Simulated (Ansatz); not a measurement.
# Sensitivity of the G0W0 gap of KF (Carobbiite)

Aim: change settings of a G0W0 run on KF (Carobbiite) and see what moves.

Calculated with Ansatz 0.2.0; G0W0 on PBE, plane waves, PAW; PAW set soft_1.

## Step 1: The structure

It takes space group Fm-3m (No. 225, cubic). The conventional cell has a = 5.344 Å, b = 5.344 Å, c = 5.344 Å, α = 90.00°, β = 90.00°, γ = 90.00°. Nearest to K lie 6 F at 2.67 Å. Nearest to F lie 6 K at 2.67 Å. Farther neighbours and most contacts between anions are not listed.

The cell and positions come from the Crystallography Open Database and are kept as given unless a step says otherwise.

## Step 2: The base run: 4×4×4 mesh, 113 empty bands, screening to 120 eV, PAW set soft_1 files

Now the one-shot GW correction: screening in the RPA, then the self-energy of the levels asked for. This step takes PAW set soft_1 files.

Contents of input.yaml:

```yaml
crystal:
  lattice:
    - [0.0, 2.67185, 2.67185]
    - [2.67185, 0.0, 2.67185]
    - [2.67185, 2.67185, 0.0]
  atoms:
    - { symbol: K, position: [0.0, 0.0, 0.0] }
    - { symbol: F, position: [0.5, 0.5, 0.5] }
kpoints:
  mp_grid: { grid: [4, 4, 4] }
hamiltonian:
  xc: pbe
  pseudopotentials: { kind: paw, azcp: { folder: soft_1 } }
scf:
  occupations: { method: fixed }
gw:
  n_empty_bands: 113
  ecut_chi: 120
  qp_bands: [v2, c2]
  qp_kpoints: band_edges
  screening: { model: contour_deformation }
```

Launch:

```bash
> ansatz run input.yaml --threads 24 --pin off --max-ram 82944MiB --backend cuda --events-out ev --progress --plain --runs-dir out --devices 1 --max-vram 78GiB
```

Numbers of over 12 decimals in the logs are rounded to 6 here.

The log of the run:

```text
GPUs: using 1 of 1 available (devices: 1).
Engine: ansatz 0.2.0, aarch64-unknown-linux-gnu
Pseudopotentials: kind: paw
Pseudopotential: K, paw, valence charge 9, recommended cutoff 420 eV (normal), soft_1/K.paw.azcp
Pseudopotential: F, paw, valence charge 7, recommended cutoff 420 eV (normal), soft_1/F.paw.azcp
Functional definition: PBE
  parameter kappa = 0.804
  parameter beta = 0.066725
  exchange = pbe_x(kappa = kappa, mu = beta*pi^2/3)
  correlation = pbe_c(beta = beta)
device memory: the entry about to start is reckoned to put 1.7 GiB on a device that reports 182.5 GiB free (of which the cap on the GPU budget leaves the run 78.0 GiB)
GPU FFT provider: cuFFT
GPU libraries: cuBLAS 13.8.1, cuFFT 12.4.0, cuSOLVER 12.3.2
GPU matrix products: emulated (plane waves: as basis.precision tells), large ones in fixed point in workspaces of 1.00 GiB
Crystal: 2 atoms, lattice volume = 38.148 Å³
Basis set: ecut = 420 eV, 725 PW (Γ)
Bands: 12, of which v1, the nominal top of the filled ones, is band 8 counted from 1 (7 counted from 0)
Symmetry: 48 space group operations
Space group: Fm-3m (ITA 225), of the structure as read, at distance tolerance 3.4e-5 Å
k-points: 8 of 64
Non-local potential: K, projectors of the file, l = 0: 3, l = 1: 2, l = 2: 2
Non-local potential: F, projectors of the file, l = 0: 2, l = 1: 2, l = 2: 1
PAW form: soft (Blöchl's): semilocal exchange-correlation on the pseudo side does not see the compensation charge
PAW one-centre angular grid: K, 110 points (default); XC on 64 Gauss nodes
PAW one-centre angular grid: F, 110 points (default); XC on 64 Gauss nodes
Initial density: superposition of atomic densities (chi_scale 0.1, normalization cell, long waves kept (reshape's long-wave potential 0.00 eV rms))
Initial wavefunctions: pseudopotential atomic-orbital guess
GPU buffer pool allocated for 19683 grid points (all kernels)
GPU transforms: local potential and band sums: pruned to the plane-wave sphere, on 25×25×25
Functional: x = pbe(κ = 0.804, μ = 0.219515), c = pbe(β = 0.066725)
SCF iter   1: F=—  HF=-2351.881015 eV  |F-HF|=—  |Δ(HF+E_count)|=         —  Δρ=1.95e-1  dr2=1.26e1  ethr=3.10e-3  ⟨swp⟩=4.0  Hψ=521  notcnv=0  defer=10
preconditioner: auto → none  [insulator: Δε(μ)=2.264 eV  Ē_g=15.953 eV  n_scr=14 (ndim 8)  ℏωp=22.5 eV  f_vac=0.000  ε∞_Penn≈3.0]
SCF iter   2: F=—  HF=-2350.709943 eV  |F-HF|=—  |Δ(HF+E_count)|=    1.17e0  Δρ=1.64e-1  dr2=6.39e0  ethr=3.10e-3  ⟨swp⟩=3.9  Hψ=312  notcnv=0  defer=14
SCF iter   3: F=—  HF=-2348.794547 eV  |F-HF|=—  |Δ(HF+E_count)|=    1.92e0  Δρ=2.71e-2  dr2=2.19e-1  ethr=3.10e-3  ⟨swp⟩=3.0  Hψ=203  notcnv=0  defer=10
SCF iter   4: F=—  HF=-2348.805540 eV  |F-HF|=—  |Δ(HF+E_count)|=   1.10e-2  Δρ=1.20e-2  dr2=3.88e-2  ethr=1.37e-3  ⟨swp⟩=2.0  Hψ=234  notcnv=0  defer=14
[...]
[... further progress lines ...]
device memory: the entry about to start is reckoned to put 0.3 GiB on a device that reports 182.3 GiB free (of which the cap on the GPU budget leaves the run 78.0 GiB)
NSCF: frozen V_eff on 1 k-points
SCF converged after 9 iterations
Free energy (F): -2348.800718 eV
Harris-Foulkes:  -2348.800718 eV  (|F-HF|=4.12e-9)
Internal energy: -2348.800718 eV  (E = F + TS)
E sigma→0 (E₀):  -2348.800718 eV
Fermi energy:    1.451455 eV
--- Per-component energies (eV) ---
  E_band       = -125.307205
  E_kinetic    = 454.181866
  E_local      = -1116.488205  (includes V_loc(G=0)·N_el)
  E_nonlocal   = 99.668648
  E_hartree    = 402.680125
  E_xc         = -213.930181
  E_vxc        = -266.065242  (∫ρ·V_xc dr)
  E_paw        = -986.851731  (= ΣΔE_a)
  E_vpaw       = -101.963199  (= ΣTr[D̂ρ^β])
  E_aug_tail   = 0.000699  (compensation charges beyond the density's cutoff)
  E_ewald      = -988.061939
  E_smearing   = -0.000000  (= −TS)
  E_closure    = 0.000000  (closes the sum)
  Σ components = -2348.800718   (vs F -2348.800718, Δ=0.00e0)
--- Band table (eV; the first three rows and the last of 8) ---
  k-point 0: bands = [... 4 lower, -7.9215, 1.4515, 1.4515, 1.4515, 7.6335, 12.1282, 12.1282, 12.1282]
  k-point 1: bands = [... 4 lower, -7.9400, 1.0162, 1.2743, 1.2743, 9.1439, 11.5451, 12.8407, 12.8407]
  k-point 2: bands = [... 4 lower, -7.9580, 0.6625, 1.1046, 1.1046, 10.5313, 12.0605, 13.4876, 13.4876]
  k-point 7: bands = [... 4 lower, -8.0089, 1.0483, 1.2891, 1.2891, 11.1901, 11.1901, 12.6424, 14.7920]
--- G₀W₀: contour deformation, 5 samples at zero and on the imaginary axis and 2 off it, 64 q-points, 113 empty bands' worth ---
  eigenvalues of the whole cell's RPA ε∞ on this k-mesh (on a slab, of 1 + 4πα/V) = 1.9036, 1.9036, 1.9036; static W/v taken at q = 0 is 0.525311
  bands read: the sum over 121 bands ends inside a degenerate multiplet in 1 slot, whose members it reads at an even weight; the widest, k=1: bands 121 to 122 (counted from 1) at 1/2 each
  gw.qp_kpoints: band_edges: 8 of 8 stored k-points solved, in 1 pass; an edge of the gap read off the rows below is read off those points alone
    ik  band        ε_KS         Σx   Σc(E_QP)       V_xc       Z   E_QP_lin       E_QP  E_QP is
     0     7      1.4515   -30.8018     5.4546   -23.0049  0.7876    -0.9618    -0.8909  root
     0     8      1.4515   -30.8018     5.4546   -23.0049  0.7876    -0.9618    -0.8909  root
     0     9      7.6335    -4.8466    -2.9735    -8.8631  0.8926     8.6818     8.6764  root
     0    10     12.1282    -5.2811    -3.5118   -11.2100  0.8810    14.5873    14.5453  root
     1     7      1.2743   -30.3285     5.4280   -22.5312  0.7872    -1.1696    -1.0950  root
     1     8      1.2743   -30.3285     5.4280   -22.5312  0.7872    -1.1696    -1.0950  root
     1     9      9.1439    -6.2619    -2.8931   -10.3898  0.8829    10.3870    10.3786  root
     1    10     11.5451    -4.9989    -3.3163   -10.3011  0.8815    13.5582    13.5309  root
[...]
7     7      1.2891   -30.2276     5.3054   -22.5363  0.7903    -1.1709    -1.0968  root
     7     8      1.2891   -30.2276     5.3054   -22.5363  0.7903    -1.1709    -1.0968  root
     7     9     11.1901    -5.3723    -3.1808   -10.3780  0.8793    13.0378    13.0150  root
     7    10     11.1901    -5.3723    -3.1808   -10.3780  0.8793    13.0378    13.0150  root
```

Wall time 2.7 s (1 × NVIDIA GB200 (shared by 2 runs) with 24 threads of Arm Neoverse V2, shared host); peak memory 1.1 GiB.

Reading the cycles: dr2 is the Hartree energy of the density residual (eV), the measure of convergence; HF is the Harris–Foulkes estimate of the energy, which meets the free energy F at convergence.

Numbers from this step:

```
bands summed                                 : 121
RPA ε∞ on this mesh (eigenvalues)            : 1.904, 1.904, 1.904
plane waves in the screening matrix          : 113
q-points in the mesh                         : 64
G0W0 gap on the mesh                         : 9.567 eV
k of the valence top                         : 0, 0, 0
k of the conduction bottom                   : 0, 0, 0
starting gap on the mesh                     : 6.182 eV
Z at the valence top                         : 0.7876
Z at the conduction bottom                   : 0.8926
least direct G0W0 gap on the computed points : 9.567 eV
```

The gap on the mesh goes from 6.18 eV to 9.57 eV, a correction of +3.39 eV. Between the two edge states, bare exchange in place of the xc potential would open the gap by 11.81 eV, and correlation takes back 8.43 eV.

## Step 3: Variant: accuracy level

Changes to input.yaml since step 2:

```diff
@@ -16,4 +16,4 @@
 gw:
-  n_empty_bands: 113
-  ecut_chi: 120
+  n_empty_bands: 86
+  ecut_chi: 100
   qp_bands: [v2, c2]
@@ -21 +21,2 @@
   screening: { model: contour_deformation }
+accuracy: low
```

The log of the run:

```text
settings of this run that can trade accuracy for cost: accuracy: low. Do not mix this run's numbers with those of runs without the same settings; the input reference describes each key
GPUs: using 1 of 1 available (devices: 1).
[...]
GPU FFT provider: cuFFT
GPU libraries: cuBLAS 13.8.1, cuFFT 12.4.0, cuSOLVER 12.3.2
[...]
Crystal: 2 atoms, lattice volume = 38.148 Å³
Basis set: ecut = 420 eV, 725 PW (Γ)
Bands: 12, of which v1, the nominal top of the filled ones, is band 8 counted from 1 (7 counted from 0)
[... 1 set-up line as in the run before ...]
[...]
k-points: 8 of 64
[...]
GPU buffer pool allocated for 19683 grid points (all kernels)
[...]
SCF iter   1: F=—  HF=-2351.881015 eV  |F-HF|=—  |Δ(HF+E_count)|=         —  Δρ=1.95e-1  dr2=1.26e1  ethr=3.10e-3  ⟨swp⟩=4.0  Hψ=521  notcnv=0  defer=10
[...]
SCF iter   9: F=-2348.800718 eV  HF=-2348.800718 eV  |F-HF|=4.12e-9  |Δ(HF+E_count)|=   5.97e-8  Δρ=3.47e-6  dr2=4.91e-9  ethr=6.25e-10  ⟨swp⟩=4.5  Hψ=422  notcnv=0
SCF 1 converged in 9 iterations: F = -2348.800718 eV  dr2 = 4.91e-9
[...]
NSCF: frozen V_eff on 8 k-points
[...]
G₀W₀ screening: q 1/8
[... further progress lines ...]
[...]
SCF converged after 9 iterations
Free energy (F): -2348.800718 eV
[...]
Internal energy: -2348.800718 eV  (E = F + TS)
E sigma→0 (E₀):  -2348.800718 eV
Fermi energy:    1.451455 eV
[...]
--- Band table (eV; the first three rows and the last of 8) ---
  k-point 0: bands = [... 4 lower, -7.9215, 1.4515, 1.4515, 1.4515, 7.6335, 12.1282, 12.1282, 12.1282]
  k-point 1: bands = [... 4 lower, -7.9400, 1.0162, 1.2743, 1.2743, 9.1439, 11.5451, 12.8407, 12.8407]
  k-point 2: bands = [... 4 lower, -7.9580, 0.6625, 1.1046, 1.1046, 10.5313, 12.0605, 13.4876, 13.4876]
  k-point 7: bands = [... 4 lower, -8.0089, 1.0483, 1.2891, 1.2891, 11.1901, 11.1901, 12.6424, 14.7920]
[...]
0     7      1.4515   -30.8018     5.4916   -23.0049  0.7892    -0.9224    -0.8539  root
     0     8      1.4515   -30.8018     5.4916   -23.0049  0.7892    -0.9224    -0.8539  root
     0     9      7.6335    -4.8466    -2.9718    -8.8631  0.8929     8.6837     8.6782  root
     0    10     12.1282    -5.2811    -3.4622   -11.2100  0.8814    14.6391    14.5948  root
     1     7      1.2743   -30.3285     5.4631   -22.5312  0.7888    -1.1321    -1.0599  root
     1     8      1.2743   -30.3285     5.4631   -22.5312  0.7888    -1.1321    -1.0599  root
     1     9      9.1439    -6.2619    -2.8780   -10.3898  0.8833    10.4023    10.3937  root
     1    10     11.5451    -4.9989    -3.2759   -10.3011  0.8818    13.6001    13.5714  root
[...]
7     7      1.2891   -30.2276     5.3419   -22.5363  0.7919    -1.1319    -1.0603  root
     7     8      1.2891   -30.2276     5.3419   -22.5363  0.7919    -1.1319    -1.0603  root
     7     9     11.1901    -5.3723    -3.1426   -10.3780  0.8796    13.0772    13.0532  root
     7    10     11.1901    -5.3723    -3.1426   -10.3780  0.8796    13.0772    13.0532  root
```

The job ended after 1.8 s (1 × NVIDIA GB200 (shared by 2 runs) with 24 threads; peak memory 1.1 GiB).

The G0W0 gap on the mesh is 9.532 eV.

Against the base:

```
              setting  base  variant
          empty bands   113       86
screening cutoff (eV)   120      100
             accuracy     -      low
```

```
                                    quantity  variant   base
                    starting gap on the mesh    6.182  6.182
                        G0W0 gap on the mesh    9.532  9.567
least direct G0W0 gap on the computed points    9.532  9.567
                        Z at the valence top    0.789  0.788
                  Z at the conduction bottom    0.893  0.893
```

## Step 4: What came out

- base: 9.57 eV, 2.7 s
- accuracy level: 9.53 eV, 1.8 s

Accuracy level: the gap moves by −0.04 eV. The variant differs from the base in empty bands, screening cutoff and accuracy together, so the change can't be laid to one of them. All runs here use a coarse mesh and modest cutoffs; they test settings and are not final values. The 4×4×4 mesh is coarse for this cell (its supercell is 15 Å along the shortest edge). The RPA ε∞ on it, from the PBE start, is 1.90; such meshes misread the long-range screening, most where the gap is narrow.

[Paths, hosts, dates, memory and timing lines, banners, echoed tables and standing remarks are left out of the program output.]

[Logs are printed without paths, hosts, clocks, repeated set-up lines and the standing remarks that a program may print on its own settings, such as how far it seeks lower states.]

[Runs of the session that timed out or met a known fault of the program may be left out.]

[Cells called generated may have been cut or substituted from an entry of the Crystallography Open Database or the Materials Project.]

[Hosts, paths, dates, database ids (printed as entryN), source tags and the programs' standing remarks are cut or masked in the printed files.]
